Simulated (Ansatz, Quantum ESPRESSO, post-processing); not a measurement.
# Ballistic transmission: Rh(111) with two reversed steps (an extrinsic fault), part 4 of 4

Wanted: the transmission near the Fermi level and the conductance of this junction: Rh(111) with two reversed steps (an extrinsic fault).

Quantum ESPRESSO 7.5; plane-wave DFT, PBEsol, GBRV ultrasoft pseudopotentials; cross-check by Ansatz 0.2.0 with PAW datasets.

So far. Step 2 (Ground state): The run needed 12 iterations to bring the estimated error under 1e-07 Ry; the largest force on any atom, held or free, is 0.11 eV/Å.

**5. The same in Ansatz**

As a check, the same structure is run in Ansatz.

Level of this step: plane-wave DFT, PBEsol, Ansatz PAW (Ansatz 0.2.0).

File input.yaml:

```yaml
crystal:
  lattice:
    - [2.7082189719, 0.0, 0.0]
    - [1.354109486, 2.3453864287, 0.0]
    - [0.0, 0.0, 48.6475336819]
  atoms:
    - { symbol: Rh, position: [0.0, 0.0, 0.0] }
    - { symbol: Rh, position: [0.333333333, 0.333333333, 0.0454545455] }
    - { symbol: Rh, position: [0.666666667, 0.666666667, 0.0909090909] }
    - { symbol: Rh, position: [0.0, 0.0, 0.1363636364] }
    - { symbol: Rh, position: [0.333333333, 0.333333333, 0.1818181818] }
    - { symbol: Rh, position: [0.666666667, 0.666666667, 0.2272727273] }
    - { symbol: Rh, position: [0.0, 0.0, 0.2727272727] }
    - { symbol: Rh, position: [0.333333333, 0.333333333, 0.3181818182] }
    - { symbol: Rh, position: [0.666666667, 0.666666667, 0.3636363636] }
    - { symbol: Rh, position: [0.333333333, 0.333333333, 0.4090909091] }
    - { symbol: Rh, position: [0.0, 0.0, 0.4545454545] }
    - { symbol: Rh, position: [0.333333333, 0.333333333, 0.5] }
    - { symbol: Rh, position: [0.666666667, 0.666666667, 0.5454545455] }
    - { symbol: Rh, position: [0.0, 0.0, 0.5909090909] }
    - { symbol: Rh, position: [0.333333333, 0.333333333, 0.6363636364] }
    - { symbol: Rh, position: [0.666666667, 0.666666667, 0.6818181818] }
    - { symbol: Rh, position: [0.0, 0.0, 0.7272727273] }
    - { symbol: Rh, position: [0.333333333, 0.333333333, 0.7727272727] }
    - { symbol: Rh, position: [0.666666667, 0.666666667, 0.8181818182] }
    - { symbol: Rh, position: [0.0, 0.0, 0.8636363636] }
    - { symbol: Rh, position: [0.333333333, 0.333333333, 0.9090909091] }
    - { symbol: Rh, position: [0.666666667, 0.666666667, 0.9545454545] }
kpoints:
  mp_grid: { grid: [10, 10, 1] }
hamiltonian:
  xc: pbesol
scf:
  occupations: { method: fermi_dirac, width: 0.1 }
  convergence: { dr2_threshold: 1.0e-08 }
output:
  transmission: { leads: [[0, 3]], e_range: [-0.4, 0.4], de: 0.4, kmesh: [10, 10] }
  write_potential: true
  write_density: true
  volumetric_format: npy
  elf: true
```

On the command line:

```sh
$ ansatz run input.yaml --threads 8 --pin off --max-ram 16384MiB --backend cpu --events-out ev --progress --plain --runs-dir out
```

Numbers of over 12 decimals in the logs are rounded to 6 here.

Log:

```text
Engine: ansatz 0.2.0, aarch64-unknown-linux-gnu
Pseudopotentials: kind: paw
Pseudopotential: Rh, paw, valence charge 17, recommended cutoff 420 eV (normal), Rh.paw.azcp
Functional definition: PBEsol
  exchange = pbesol_x
  correlation = pbesol_c
Crystal: 22 atoms, lattice volume = 309.000 Å³
Basis set: ecut = 420 eV, 6085 PW (Γ)
Bands: 225, of which v1, the nominal top of the filled ones, is band 187 counted from 1 (186 counted from 0)
Symmetry: 12 space group operations
Space group: P-3m1 (ITA 164), of the structure as read, at distance tolerance 6.8e-5 Å
k-points: 14 of 100
Non-local potential: Rh, projectors of the file, l = 0: 3, l = 1: 2, l = 2: 2, l = 3: 1
PAW form: soft (Blöchl's): semilocal exchange-correlation on the pseudo side does not see the compensation charge
PAW frozen core: Rh, regenerated for the run's functional, and the local potential with it (the file was generated under x = pbe(κ = 0.804, μ = 0.219515), c = pbe(β = 0.066725))
PAW one-centre angular grid: Rh, 590 points (default); XC on 64 Gauss nodes
Initial density: superposition of atomic densities (neutral atoms: chi_scale 0, normalization atom), corrected by the library's trained network
Initial wavefunctions: pseudopotential atomic-orbital guess
Functional: x = pbesol(κ = 0.804, μ = 0.123457), c = pbesol(β = 0.046)
SCF iter   1: F=—  HF=-139452.622976 eV  |F-HF|=—  |Δ(HF+E_count)|=         —  Δρ=1.25e-2  dr2=2.10e1  ethr=1.77e-3  ⟨swp⟩=5.0  Hψ=9360  notcnv=0  defer=85
preconditioner: auto → Kerker (q_TF=auto, 2.817 Å⁻¹)  [metal: Δε(μ)=0.006 eV  Ē_g=6.247 eV  σ=0.100 eV  W_gap=0.01  n_scr=120 (ndim 8)  ℏωp=29.7 eV  f_vac=0.000  D(μ)=30.62/eV (n_scr^D=370)]
SCF iter   2: F=—  HF=-139452.564647 eV  |F-HF|=—  |Δ(HF+E_count)|=   5.83e-2  Δρ=5.65e-3  dr2=6.57e0  ethr=1.77e-3  ⟨swp⟩=1.1  Hψ=3627  notcnv=0  defer=113
SCF iter   3: F=—  HF=-139452.538357 eV  |F-HF|=—  |Δ(HF+E_count)|=   2.63e-2  Δρ=9.42e-4  dr2=3.52e-1  ethr=1.76e-3  ⟨swp⟩=1.0  Hψ=3023  notcnv=0  defer=113
SCF iter   4: F=—  HF=-139452.537537 eV  |F-HF|=—  |Δ(HF+E_count)|=   8.20e-4  Δρ=2.74e-4  dr2=4.37e-2  ethr=9.42e-5  ⟨swp⟩=1.0  Hψ=3023  notcnv=0  defer=113
SCF iter   5: F=—  HF=-139452.537439 eV  |F-HF|=—  |Δ(HF+E_count)|=   9.82e-5  Δρ=1.03e-4  dr2=4.82e-5  ethr=1.17e-5  ⟨swp⟩=1.0  Hψ=3023  notcnv=0  defer=113
SCF iter   6: F=—  HF=-139452.537429 eV  |F-HF|=—  |Δ(HF+E_count)|=   1.00e-5  Δρ=1.90e-5  dr2=8.57e-6  ethr=1.29e-8  ⟨swp⟩=1.7  Hψ=3296  notcnv=0  defer=113
SCF iter   7: F=—  HF=-139452.537865 eV  |F-HF|=—  |Δ(HF+E_count)|=   4.36e-4  Δρ=7.89e-6  dr2=2.25e-6  ethr=2.29e-9  ⟨swp⟩=1.0  Hψ=3078  notcnv=0  defer=113
SCF iter   8: F=—  HF=-139452.537865 eV  |F-HF|=—  |Δ(HF+E_count)|=   1.38e-8  Δρ=2.18e-6  dr2=8.22e-8  ethr=6.02e-10  ⟨swp⟩=1.0  Hψ=3023  notcnv=0  defer=113
SCF iter   9: F=—  HF=-139452.537865 eV  |F-HF|=—  |Δ(HF+E_count)|=   1.57e-9  Δρ=8.00e-7  dr2=2.05e-8  ethr=2.67e-12  ⟨swp⟩=7.6  Hψ=7459  notcnv=0
SCF iter  10: F=-139452.537865 eV  HF=-139452.537865 eV  |F-HF|=2.24e-9  |Δ(HF+E_count)|=  3.20e-10  Δρ=1.47e-7  dr2=2.26e-9  ethr=2.67e-12  ⟨swp⟩=2.0  Hψ=5771  notcnv=0
SCF 1 converged in 10 iterations: F = -139452.537865 eV  dr2 = 2.26e-9
  greatest PAW one-centre occupation: 1.000 electrons in one spin orbital (limit 2), on the Rh atom at site 13 (counted from 0), in its partial waves of l = 0
transmission: 126 of 1246 steps passed
transmission: 250 of 1246 steps passed
[...]
transmission: 1246 of 1246 steps passed
SCF converged after 10 iterations
Free energy (F): -139452.537865 eV
Harris-Foulkes:  -139452.537865 eV  (|F-HF|=2.24e-9)
Internal energy: -139451.510860 eV  (E = F + TS)
E sigma→0 (E₀):  -139452.024362 eV
Entropy (-TS):   -1.027005 eV (-46.682 meV/atom)
Fermi energy:    21.644330 eV
--- Per-component energies (eV) ---
  E_band       = -2123.190997
  E_kinetic    = 12591.119716
  E_local      = -34967.514096  (includes V_loc(G=0)·N_el)
  E_nonlocal   = 7839.292935
  E_hartree    = 12246.515891
  E_xc         = -4845.721679
  E_vxc        = -6104.883194  (∫ρ·V_xc dr)
  E_paw        = -77522.849009  (= ΣΔE_a)
  E_vpaw       = -5974.256214  (= ΣTr[D̂ρ^β])
  E_aug_tail   = 0.018313  (compensation charges beyond the density's cutoff)
  E_ewald      = -54798.449324
  E_core_change = 6.076394  (= ΣΔE_core)
  E_smearing   = -1.027005  (= −TS)
  E_closure    = 0.000000  (closes the sum)
  Σ components = -139452.537865   (vs F -139452.537865, Δ=0.00e0)
--- Band table (eV; the first three rows and the last of 14) ---
  k-point 0: bands = [... 183 lower, 20.6503, 20.6503, 20.6664, 20.6664, 20.6805, 20.6805, 20.7273, 20.7273, ... 34 higher]
  k-point 1: bands = [... 183 lower, 20.4534, 20.4775, 20.5241, 20.5981, 20.6031, 20.6258, 20.6695, 20.7048, ... 34 higher]
  k-point 2: bands = [... 183 lower, 20.3395, 20.3615, 20.3875, 20.4522, 20.5594, 20.7062, 20.7114, 20.7431, ... 34 higher]
  k-point 13: bands = [... 183 lower, 21.8751, 21.8761, 21.9347, 21.9428, 21.9500, 21.9818, 22.0028, 22.0172, ... 34 higher]
--- Transmission ---
  basis      : 55 plane waves across, 89 finite elements along
  points     : 14, standing for a mesh of 10 x 10
  energies   : 3 from -0.400000 to 0.400000 eV about the Fermi level, 0.400000 eV apart; the leads are filled to 0.000000 eV, and channels, transmission and decay are at 0.000000 eV
  crystal 0  : Rh3, at the sites [0, 3], period 6.6338 Å, over 46.44 Å; its Hamiltonian steps by up to 0.7 meV
    offset         : up to 0.0000 Å between an atom of the period and one for which it stands
    channels       : 1.800000e0 a spin
    conductance    : none, the energies end too early or step too widely for 300 K: set another output.transmission.e_range or a lower de, or, where they end at an eighth of basis.ecutwfc, a higher one
  junction   : crystal 0 to crystal 0, -4.01 to 38.00 Å
    transmission   : 1.555600e0 a spin
    conductance    : none, the energies end too early or step too widely for 300 K: set another output.transmission.e_range or a lower de, or, where they end at an eighth of basis.ecutwfc, a higher one
```

Wall time 24 s (8 threads of Arm Neoverse N1, shared host); peak memory 2.8 GiB; 2.9 min of CPU time.

This step gave:

| Quantity | Value |
| --- | --- |
| free energy | -139452.5379 eV |
| energy at zero smearing | -139452.0244 eV |
| smearing term TS | 1.027 eV |
| Fermi energy | 21.64 eV |
| symmetry operations | 12 |
| transmission at the Fermi level, one spin | 1.556 |
| lead channels at the Fermi level, one spin | 1.8 |
| step of the lead's Hamiltonian over a period | 0.7 meV |

Per spin; mean over the k mesh across the current. The transmission, zone mean by energy, zero at the Fermi level:

```csv
energy (eV),"transmission, zone mean"
-0.400,1.25
0.000,1.56
0.400,1.50
```

Per spin; mean over the k mesh across the current. Table of open channels, zone mean by energy, zero at the Fermi level:

| energy (eV) | open channels, zone mean |
| --- | --- |
| -0.400 | 1.62 |
| 0.000 | 1.8 |
| 0.400 | 2.16 |

Valence density in the ca plane at fractional y = 0.333, with atoms of Rh within 0.2 Å of it. It is the smooth field of the valence electrons, not physical close to the nuclei.

Values in units of 1e0 e/Å³, 5 rows by 16 columns, each cell a mean:
```
0.3 1.5 0.5 0.4 0.3 1.0 1.1 0.3 0.4 0.5 1.5 0.5 1.6 0.5 0.4 0.3
0.4 1.0 0.4 1.1 0.7 0.7 0.7 0.7 1.1 0.4 1.0 0.4 0.9 0.4 1.2 0.6
0.8 0.4 0.4 6.4 3.2 0.3 0.3 3.1 6.5 0.4 0.3 0.2 0.3 0.4 6.8 2.7
1.0 0.3 0.4 8.1 4.0 0.3 0.3 3.9 8.2 0.5 0.3 0.2 0.3 0.5 8.6 3.5
0.5 0.6 0.4 2.2 1.2 0.5 0.5 1.1 2.2 0.4 0.6 0.3 0.7 0.4 2.3 1.0
```
Columns run along c (16.0 Å, from fractional 0.34 to 0.66 of the cell), rows up along a (2.7 Å). Atoms in or near the plane, at fractional coordinates: Rh at (0.41, 0.33), Rh at (0.50, 0.33), Rh at (0.64, 0.33).

Electrostatic potential energy in the ca plane at fractional y = 0.333, with atoms of Rh within 0.2 Å of it. With pseudopotentials it is smooth inside the atoms' cores, unlike the true potential.

Ten even steps from '0' (-65 eV) to '9' (23 eV), each cell a mean:
```
99976799999999976799999999976799976799999999
99976799999999976799999999976799976799999999
99987899977799987899977799987899988899987799
79999999732379999999742379999999999999742379
59999999500059999999510059999999999999610049
59999999500059999999510059999999999999610049
79999999731379999999731379999999999999731369
99988899976799988899976799988899988899976799
```
Columns run along c (16.0 Å, from fractional 0.34 to 0.66 of the cell; values clipped at the 3rd and 97th percentile), rows up along a (2.7 Å). Atoms in or near the plane, at fractional coordinates: Rh at (0.41, 0.33), Rh at (0.50, 0.33), Rh at (0.64, 0.33).

**6. All levels side by side**

All levels:

```
                   step  T at the Fermi level (per spin)  conductance (G0)  r.m.s. T(E) from the first  CPU time of the step (s)  peak memory (GiB)
                 Ansatz                            1.556                 -                           0                     174.9              2.786
                 pwcond                            1.416             1.416                     0.08712                     949.4               0.63
pwcond, changed setting                            1.274             1.274                      0.1765                     755.6               0.65
```

Per spin; mean over the k mesh across the current. Transmission, zone mean against energy, zero at the Fermi level:

```csv
energy (eV),Ansatz,pwcond,"pwcond, changed setting"
-0.400,1.25,1.23,1.23
0.000,1.56,1.42,1.27
0.400,1.50,1.45,1.62
```

**7. Outcome**

```
conductance by pwcond, in doubt : 1.42 G₀
conductance by Ansatz           : 1.56 G₀
```

What this shows: pwcond (PBEsol, GBRV ultrasoft) gives 1.42 G₀ and Ansatz (PAW) 1.56 G₀ a cell at the Fermi level; the pwcond value is in doubt, since it shows channel counts that differ from the second code's on over 12 % of the mesh's weight. No independent third code was run. The geometry is as built, not relaxed, and the leads are short.

[Logs are printed without paths, hosts, clocks, repeated set-up lines and the standing remarks that a program may print on its own settings, such as how far it seeks lower states.]

[Hosts, paths, dates, database ids (printed as entryN), source tags and the programs' standing remarks are cut or masked in the printed files.]

[Maps of the electrostatic potential energy from Ansatz leave out the sawtooth potential of an applied field or a dipole correction, so their vacuum need not be flat; planar profiles and work functions include it.]
